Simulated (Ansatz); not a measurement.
**Hf (model cell, started as body-centred cubic): relaxing the cell for a phonon run**

Wanted: the relaxed cell of Hf (model cell, started as body-centred cubic).

Method: DFT PBEsol, scalar-relativistic, plane waves, PAW; PAW set soft_1, in Ansatz 0.2.0.

This is a report of a sequence of runs, with most program output left out.

This is not the structure that Hf takes at ambient pressure and room temperature (hexagonal, No. 194); it is a model or a phase of other conditions.

### Step 1. Set-up

It takes space group Im-3m (No. 229, cubic). Conventional cell: a = 3.530 Å, b = 3.530 Å, c = 3.530 Å, α = 90.00°, β = 90.00°, γ = 90.00°. Nearest to Hf lie 8 Hf at 3.06 Å.

### Step 2. A coarse first look

First a cheap look: the gap decides the mesh and the occupations, the pressure tells how far the cell has to move.

input.yaml reads:

```yaml
crystal:
  lattice:
    - [-1.765, 1.765, 1.765]
    - [1.765, -1.765, 1.765]
    - [1.765, 1.765, -1.765]
  atoms:
    - { symbol: Hf, position: [0.0, 0.0, 0.0] }
kpoints:
  mp_grid: { grid: [8, 8, 8] }
hamiltonian:
  xc: pbesol
  pseudopotentials: { kind: paw, azcp: { folder: soft_1 }, xc_functional: pbe }
scf:
  occupations: { method: gaussian, width: 0.1 }
output:
  forces: true
  stress: true
  eigenvalues: true
```

Run with:

```
> ansatz run input.yaml --threads 8 --pin off --max-ram 16384MiB --backend cpu --events-out ev --progress --plain --runs-dir out
```

Run time: 0.48 s. Hardware: 8 threads of Arm Neoverse V1, shared host; peak memory 0.29 GiB; 1.5 s of CPU time.

This step gave:

| Quantity | Value |
| --- | --- |
| pressure | -3.373 GPa |
| volume per atom | 21.99 Å³ |
| gap on the k-mesh | 0 eV |

The coarse mesh shows no gap and a pressure of -3.4 GPa.

### Step 3. Bringing the structure to rest

The cell and atoms are relaxed, since residual forces and stress would shift the frequencies.

input.yaml, the sections that differ from step 2:

```yaml
kpoints:
  mp_grid: { grid: [16, 16, 16] }
output:
  forces: true
  stress: true
  eigenvalues: true
  write_density: true
  write_potential: true
  elf: true
  volumetric_format: npy
relax:
  adjacent_minimum: "off"
  f_tol: 0.005
  max_steps: 80
  cell: { stress_tol: 0.05 }
# crystal, hamiltonian, scf: as in step 2
```

Wall time 3.5 s (8 threads); peak memory 0.39 GiB; 22 s of CPU time.

Step by step:

```csv
step,energy less that of the first step (eV),largest force component (eV/Å),pressure (GPa),volume (Å³)
1,0.0000,0.0000,-3.44,21.99
2,0.0018,0.0000,4.27,20.48
3,-0.0082,0.0000,-0.14,21.29
4,-0.0082,0.0000,0.00,21.27
5*,-0.0080,0.0000,0.00,21.27
```

Relaxation steps marked * repeat the geometry before them on a plane-wave basis chosen anew for their cell, so energy and pressure can jump there. Relaxation step 2 was tried and not accepted.

```
conventional cell, symmetrised  before  after  change
                         a (Å)   3.530  3.491  -1.1 %
                         b (Å)   3.530  3.491  -1.1 %
                         c (Å)   3.530  3.491  -1.1 %
              volume (Å³/atom)   21.99  21.27  -3.3 %
```

Final coordinates:

```
Hf
1.0
    -1.74530    1.74530    1.74530
     1.74530   -1.74530    1.74530
     1.74530    1.74530   -1.74530
Hf
1
Direct
  0.00000 0.00000 0.00000
```

This step gave:

```yaml
pressure: 0.001948 GPa
volume_per_atom: 21.27 Å³
```

Valence density in the ac plane of the conventional cell at fractional y = 0.000, with atoms of Hf within 0.2 Å of it. It is the smooth field of the valence electrons, not physical close to the nuclei.

Ten steps, logarithmic in the rise over the least value, from '0' (0 e/Å³) to '9' (53 e/Å³), each cell a mean:
```
98520000001368
76420000001256
43200000000123
11000000000011
00000000000000
00000000000000
00000000000000
00000000000000
00000000000000
10000000000000
32100000000022
65310000000245
87520000001368
98631000001479
```
Columns run along a (3.5 Å), rows up along c (3.5 Å), edges of the conventional cell, whose origin can differ from the input's. Atoms in or near the plane, at fractional coordinates: Hf at (0.00, 0.00).

Electrostatic potential energy in the ac plane of the conventional cell at fractional y = 0.000, with atoms of Hf within 0.2 Å of it. With pseudopotentials it is smooth inside the atoms' cores, unlike the true potential.

Values in eV, 14 rows by 14 columns, each cell a mean:
```
 -3  -9 -15  -6   8  16  19  20  19  14   3 -11 -14  -6
-12 -14 -12  -1  11  17  20  21  19  15   7  -6 -14 -14
-12 -10  -2   7  15  19  20  21  20  17  12   4  -6 -11
  2   4   9  14  17  20  21  21  20  19  16  12   7   3
 13  14  16  18  19  20  21  21  21  20  19  17  15  14
 18  19  19  20  20  21  21  21  21  21  20  20  19  19
 20  20  21  21  21  21  20  20  21  21  21  21  21  20
 19  20  20  20  21  21  21  20  21  21  21  20  20  19
 16  16  18  19  20  20  21  21  21  20  20  19  17  16
  7   8  12  16  18  20  21  21  20  19  17  15  11   8
 -8  -5   2  10  16  19  20  21  20  18  14   7  -1  -6
-15 -14  -9   2  12  18  20  21  19  16   9  -2 -12 -15
 -6 -11 -14  -5   8  16  20  20  19  14   4 -10 -14  -9
  2  -6 -15  -8   7  16  19  20  18  13   2 -12 -12  -3
```
Columns run along a (3.5 Å; values clipped at the 3rd and 97th percentile), rows up along c (3.5 Å), edges of the conventional cell, whose origin can differ from the input's. Atoms in or near the plane, at fractional coordinates: Hf at (0.00, 0.00).

ELF in the ac plane of the conventional cell at fractional y = 0.000, with atoms of Hf within 0.2 Å of it. It is the smooth field of the valence electrons, not physical close to the nuclei.

Ten even steps from '0' (0.17) to '9' (0.86), each cell a mean:
```
99840023102699
98630134201479
65310245310146
21001355421012
00013445442100
12344444444321
33455443455543
22345444445432
00124444443210
10002455431000
54200245410134
88520134300368
99840023201589
99851023102699
```
Columns run along a (3.5 Å), rows up along c (3.5 Å), edges of the conventional cell, whose origin can differ from the input's. Atoms in or near the plane, at fractional coordinates: Hf at (0.00, 0.00).

In this step the volume went from 21.99 to 21.27 Å³/atom.

### Step 4. Relaxing to small forces for the phonons

Phonons need a cell at rest on their own settings, so the relaxation is repeated with tight tolerances on forces and stress on the k mesh and occupations of the first response run.

input.yaml, the sections that differ from step 3:

```yaml
crystal:
  lattice:
    - [-1.745295015, 1.745295015, 1.745295015]
    - [1.745295015, -1.745295015, 1.745295015]
    - [1.745295015, 1.745295015, -1.745295015]
  atoms:
    - { symbol: Hf, position: [0.0, 0.0, 0.0] }
scf:
  occupations: { method: methfessel_paxton, width: 0.2 }
output:
  forces: true
  stress: true
  eigenvalues: true
relax:
  adjacent_minimum: "off"
  f_tol: 0.001
  max_steps: 60
  cell: { stress_tol: 0.01 }
# kpoints, hamiltonian: as in step 3
```

Run time: 2.7 s. Hardware: 8 threads; peak memory 0.38 GiB; 16 s of CPU time.

Little changed from the start: no atom moved by 0.005 Å and no cell edge by 0.1 %.

This step gave:

- pressure: -2.76e-4 GPa
- volume per atom: 21.24 Å³

The forces vanish by symmetry and the pressure is 0.000 GPa, within the tolerances set. The cell now holds 21.24 Å³/atom.

### Step 5. Results

```
space group after relaxation (within 0.01 Å) : Im-3m
lattice constant a                           : 3.489 Å
lattice constant b                           : 3.489 Å
lattice constant c                           : 3.489 Å
volume per atom                              : 21.2 Å³
```

**Reading.** The forces vanish by symmetry and the pressure is 0.000 GPa, within the tolerances set. The cell now holds 21.24 Å³/atom. The relaxation keeps the symmetry of its start, so it says nothing on stability against lower symmetry. Spin-orbit coupling is left out, which can matter for the heavy elements here. The PAW files were made for PBE and serve the other functionals too. The starting cell was built on a prototype and not taken from a measurement, so the phase need not exist.

[Logs are printed without paths, hosts, clocks, repeated set-up lines and the standing remarks that a program may print on its own settings, such as how far it seeks lower states.]

[Hosts, paths, dates, database ids (printed as entryN), source tags and the programs' standing remarks are cut or masked in the printed files.]
